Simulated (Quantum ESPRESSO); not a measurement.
## CrPbO3: exchange couplings by hand from total energies

Can a spin model with one coupling foretell the energy of a further order of CrPbO3?

Program: Quantum ESPRESSO 7.5. Level of theory: PBEsol; plane waves with GBRV 1.5 PBEsol potentials, no spin-orbit coupling. Results are calculated unless marked as measured.

**What experiment says.**

For PbCrO3, cubic perovskite (earlier literature sample), “Unraveling structural, electronic, and magnetic ambiguities in Pb1-deltaCrO3 with an insulating charge-transfer band structure” (2024, arxiv:2410.11649) quotes earlier work: moment (ordered Cr moment from earlier neutron diffraction) 2.2 μB [literature value quoted from earlier neutron diffraction; measurement temperature not …].

## Step 1: Set-up

It takes space group Pm-3m (No. 221, cubic). The conventional cell has a = 4.011 Å, b = 4.011 Å, c = 4.011 Å, α = 90.00°, β = 90.00°, γ = 90.00°. Cr has 6 O at 2.01 Å nearest. Nearest to Pb lie 12 O at 2.84 Å. Nearest to O lie 2 Cr at 2.01 Å. Farther neighbours and most contacts between anions are not listed.

As a file:

```cif
data_structure
_symmetry_space_group_name_H-M 'P 1'
_symmetry_Int_Tables_number 1
_cell_length_a 4.0112
_cell_length_b 4.0112
_cell_length_c 4.0112
_cell_angle_alpha 90.000
_cell_angle_beta 90.000
_cell_angle_gamma 90.000
_cell_volume 64.54
loop_
_atom_site_label
_atom_site_type_symbol
_atom_site_fract_x
_atom_site_fract_y
_atom_site_fract_z
_atom_site_occupancy
Cr1 Cr 0.00000 0.00000 0.00000 1
Pb2 Pb 0.50000 0.50000 0.50000 1
O3 O 0.00000 0.00000 0.50000 1
O4 O 0.00000 0.50000 0.00000 1
O5 O 0.50000 0.00000 0.00000 1
```

The cell comes from Materials Project 2023-11-01, a database of computed structures, and need not be the stable phase.

## Step 2: The parallel order

All energies count from this run.

Input file pw.in:

```
&CONTROL
  calculation = 'scf'
  prefix = 'pwscf'
  outdir = './tmp'
  pseudo_dir = './pseudo'
  disk_io = 'nowf'
/
&SYSTEM
  ibrav = 0
  celldm(1) = 8
  nat = 5
  ntyp = 3
  ecutwfc = 40
  ecutrho = 280
  nbnd = 34
  occupations = 'smearing'
  smearing = 'fd'
  degauss = 0.00367493
  nspin = 2
  starting_magnetization(1) = 0.2143
  starting_magnetization(2) = 0
  starting_magnetization(3) = 0
/
&ELECTRONS
  conv_thr = 1d-08
  electron_maxstep = 150
  mixing_beta = 0.3
/
ATOMIC_SPECIES
Cr     51.9961 cr_pbesol_v1.5.uspp.F.UPF
Pb    207.2000 pb_pbesol_v1.uspp.F.UPF
O      15.9990 o_pbesol_v1.2.uspp.F.UPF
CELL_PARAMETERS alat
   0.9475086788874    0.0000000000000    0.0000000000000
   0.0000000000000    0.9475086788874    0.0000000000000
   0.0000000000000    0.0000000000000    0.9475086788874
ATOMIC_POSITIONS crystal
Cr      0.0000000000    0.0000000000    0.0000000000
Pb      0.5000000000    0.5000000000    0.5000000000
O       0.0000000000    0.0000000000    0.5000000000
O       0.0000000000    0.5000000000    0.0000000000
O       0.5000000000    0.0000000000    0.0000000000
K_POINTS automatic
6 6 6 0 0 0
```

Started as:

```console
$ OMP_NUM_THREADS=1 mpirun -n 4 pw.x -nk 4 -in pw.in > pw.out
```

Log:

```text
Program PWSCF v.7.5 starts
     [... lines left out ...]
     number of atoms/cell      =            5
     [... lines left out ...]
     number of electrons       =        46.00
     number of Kohn-Sham states=           34
     kinetic-energy cutoff     =      40.0000  Ry
     charge density cutoff     =     280.0000  Ry
     scf convergence threshold =      1.0E-08
     [... lines left out ...]
     48 Sym. Ops., with inversion, found
     [... lines left out ...]
     number of k points=    20  Fermi-Dirac smearing, width (Ry)=  0.0037
     [... lines left out ...]
     iteration # 13     ecut=    40.00 Ry     beta= 0.30
     [... lines left out ...]
     Magnetic moment per site  (integrated on atomic sphere of radius R)
     atom   1 (R=0.195)  charge= 10.8334  magn=  1.8097
     atom   2 (R=0.276)  charge= 11.2768  magn= -0.0072
     atom   3 (R=0.195)  charge=  5.3826  magn= -0.0491
     atom   4 (R=0.195)  charge=  5.3826  magn= -0.0491
     atom   5 (R=0.195)  charge=  5.3826  magn= -0.0491
     [... lines left out ...]
     the Fermi energy is    10.2045 ev
!    total energy              =    -436.06031051 Ry
     estimated scf accuracy    <          1.6E-09 Ry
     smearing contrib. (-TS)   =      -0.00218794 Ry
     [... lines left out ...]
     total magnetization       =     2.00 Bohr mag/cell
     absolute magnetization    =     2.32 Bohr mag/cell
     convergence has been achieved in  13 iterations
   JOB DONE.
```

Elapsed: 12 s, on 4 MPI ranks of Arm Neoverse V2, shared host; peak memory 0.42 GiB.

Spin moment in the atom's sphere by atom:

```tsv
atom	spin moment in the atom's sphere (μB)
Cr1	1.81
Pb2	-0.01
O3	-0.05
O4	-0.05
O5	-0.05
```

Read from the output:

```yaml
smearing_term_ts: 0.02977 eV
magnetization: 2 μB
absolute_magnetization: 2.324 μB
final_state: ferromagnetic
```

## Step 3: The orders used for the fit

The other orders were run with the same settings, on meshes that hold the same points. Free energies are divided by the number of Cr atoms; q is in fractions of the reciprocal vectors of the first run's cell.

```tsv
order	atoms	mesh	free energy (eV)	eV per Cr	largest moment (μB)
F +	5	6×6×6	-5932.9028	-5932.9028	1.81
AF q=(0,0,1/2) +-	10	6×6×3	-11865.8276	-5932.9138	1.71
```

## Step 4: Counting neighbours

With E = −Σ J e_i·e_j over ordered pairs of unit vectors, turning a neighbour from parallel to opposed costs 2J a Cr atom. So an order lies 2 Σ n J over the parallel one, n being the opposed neighbours in each shell.

```tsv
shell	distance (Å)	neighbours	opposed in AF q=(0,0,1/2) +-	opposed in AF q=(1/2,1/2,1/2) +-
J1	4.01	6	2	6
J2	5.67	12	8	0
```

Only J1 is kept, as an effective coupling that takes up all reversed shells.

## Step 5: Solving

```
2 × 2 × J1 = -11.0 meV    (AF q=(0,0,1/2) +-)
J1 = -2.75 meV
```

## Step 6: The test

The couplings now give the orders that were left out:

```
2 × 6 × (-2.75) = -33.0 meV    (AF q=(1/2,1/2,1/2) +-)
```

The runs themselves:

```tsv
order	atoms	mesh	free energy (eV)	eV per Cr	largest moment (μB)	over the parallel order (meV)	foretold (meV)
AF q=(1/2,1/2,1/2) +-	10	3×6×6	-11865.8154	-5932.9077	1.67	-4.9	-33.0
```

## Step 7: One more shell

One way to take up the miss is the next shell. Both differences then fix both couplings, and no order is left for a test.

```
2 × 2 × J1 + 2 × 8 × J2 = -11.0 meV    (AF q=(0,0,1/2) +-)
2 × 6 × J1 = -4.9 meV    (AF q=(1/2,1/2,1/2) +-)
J1 = -0.41 meV
J2 = -0.59 meV
```

## Step 8: Summary of results

* effective J1 (Cr–Cr at 4.01 Å): -2.75 meV
* largest miss on the orders left out: 28 meV
* J1 with two shells: -0.41 meV
* J2 with two shells: -0.59 meV

What this shows: The model misses the order left out by 28 meV, 255 % of the largest energy difference, so it fails: these couplings alone don't describe the crystal. With the next shell added the couplings are J1 = -0.41 and J2 = -0.59 meV, untested. The largest moment changes by 7.8 % between the orders. Shells that were dropped are folded into the couplings or show in the miss. The smearing terms TS of the orders run from 26 to 33 meV a seeded atom, so the differences would change at a smaller width: an order with a larger TS is lowered more by the smearing. A computed site moment is spin alone and hangs on the region that is counted: the program's spheres do not touch and miss the tail of the moment. Measured moments hold any orbital part as well, and belong to the order of the sample, which need not be the order of this run. No Hubbard term acts here. In such compounds local and semilocal functionals without one often delocalise the d electrons, and can shrink or lose moments and miss the size, sign and order of the couplings. The smearing term is large for its width, so states at the Fermi level are partly filled: at this level the cell is a metal or has a gap of a few widths at most.

Comparison with the measured values:

```
        quantity  measured   in the sphere
moment (Cr) (μB)       2.2  1.71 (-22.1 %)
```

Measured values from arxiv:2410.11649 (2024).

Verdict: The moment is off by -22.1 %. No cell relaxation is part of this session.

[Logs and program files are shortened in this print: banners, set-up blocks, solver, clock and traceback lines can be left out without a mark of their own.]

[Logs are printed without paths, hosts, clocks, repeated set-up lines and the standing remarks that a program may print on its own settings, such as how far it seeks lower states.]

[Hosts, paths, dates, database ids (printed as entryN), source tags and the programs' standing remarks are cut or masked in the printed files.]

[Where a cell is said to come from a database of computed structures, the database is the Materials Project.]
